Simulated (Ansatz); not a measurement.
Planning a run of Ansatz 0.2.0 on TiO2 (Anatase). The input:

```yaml
crystal:
  lattice:
    - [-1.8921, 1.8921, 4.7573]
    - [1.8921, -1.8921, 4.7573]
    - [1.8921, 1.8921, -4.7573]
  atoms:
    - { symbol: Ti, position: [0.0, 0.0, 0.0] }
    - { symbol: Ti, position: [0.75, 0.25, 0.5] }
    - { symbol: O, position: [0.2081, 0.2081, 0.0] }
    - { symbol: O, position: [0.9581, 0.4581, 0.5] }
    - { symbol: O, position: [0.5419, 0.0419, 0.5] }
    - { symbol: O, position: [0.7919, 0.7919, 0.0] }
kpoints:
  mp_grid: { grid: [6, 6, 6] }
hamiltonian:
  xc: pbe
scf:
  occupations: { method: fixed }
gw:
  n_empty_bands: 250
  ecut_chi: 138
  qp_bands: [v2, c2]
  qp_kpoints: band_edges
  screening: { model: contour_deformation }
```

```sh
ansatz run input.yaml --threads 3 --pin off --max-ram 64512MiB --backend cuda --events-out ev --progress --plain --runs-dir out --devices 1 --max-vram 24GiB  # rebuilt from the run's record
```

**Question.** Estimate wall time and host memory on 1 × NVIDIA H100 80GB HBM3 (shared by 3 runs) with 3 threads of AMD EPYC 7R13 (Zen 3), shared host.

It took 85 s; on shared hardware allow 43 s to 2.8 min. Peak host memory was 1.7 GiB. The sizes that set the cost: 1315 plane waves a state, 30 irreducible k points, 274 bands summed, 253 plane waves in the screening and 6 SCF cycles.

The screening grows as filled bands × empty bands × pairs of k points, times the square of the screening basis for the matrix.

[Paths, hosts, dates, memory and timing lines, banners, echoed tables and standing remarks are left out of the program output.]

[Logs are printed without paths, hosts, clocks, repeated set-up lines and the standing remarks that a program may print on its own settings, such as how far it seeks lower states.]

[Runs of the session that timed out or met a known fault of the program may be left out.]

[Cells called generated may have been cut or substituted from an entry of the Crystallography Open Database or the Materials Project.]

[Hosts, paths, dates, database ids (printed as entryN), source tags and the programs' standing remarks are cut or masked in the printed files.]
